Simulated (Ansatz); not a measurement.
An input for Ansatz 0.2.0 (CdTe (F-43m)):

```yaml
crystal:
  lattice:
    - [0.0, 3.24, 3.24]
    - [3.24, 0.0, 3.24]
    - [3.24, 3.24, 0.0]
  atoms:
    - { symbol: Cd, position: [0.0, 0.0, 0.0] }
    - { symbol: Te, position: [0.25, 0.25, 0.25] }
kpoints:
  mp_grid: { grid: [4, 4, 4] }
  band_path:
    path:
      - [0.0, 0.0, 0.0]
      - [-0.5, -0.5, 0.0]
      - [-0.375, -0.375, 0.25]
      - [-0.375, 0.0, 0.375]
      - [0.0, 0.0, 0.5]
      - [-0.5, -0.25, 0.25]
    npoints: 1
hamiltonian:
  xc: hse06
scf:
  occupations: { method: fermi_dirac, width: 0.02 }
  n_extra_bands: 8
magnetization:
  noncollinear: true
  spin_orbit: true
output:
  eigenvalues: true
```

```sh
ansatz run input.yaml --threads 3 --pin off --max-ram 92160MiB --backend cuda --events-out ev --progress --plain --runs-dir out --devices 1 --max-vram 13GiB
```

Q: How long will it take on 1 × NVIDIA H100 80GB HBM3 (shared by 6 runs) with 3 threads of AMD EPYC 7R13 (Zen 3), shared host, and how much memory?

It took 35 s; on shared hardware allow 18 s to 70 s. Peak host memory was 1.4 GiB. The sizes that set the cost: 1363 plane waves a state, 8 irreducible k points and 13 SCF cycles.

Exact exchange couples every pair of k points and filled bands, so it costs far more than a semilocal run.

[Paths, hosts, dates, memory and timing lines, banners, echoed tables and standing remarks are left out of the program output.]

[Logs are printed without paths, hosts, clocks, repeated set-up lines and the standing remarks that a program may print on its own settings, such as how far it seeks lower states.]

[Runs of the session that timed out or met a known fault of the program may be left out.]

[Cells called generated may have been cut or substituted from an entry of the Crystallography Open Database or the Materials Project.]

[Hosts, paths, dates, database ids (printed as entryN), source tags and the programs' standing remarks are cut or masked in the printed files.]
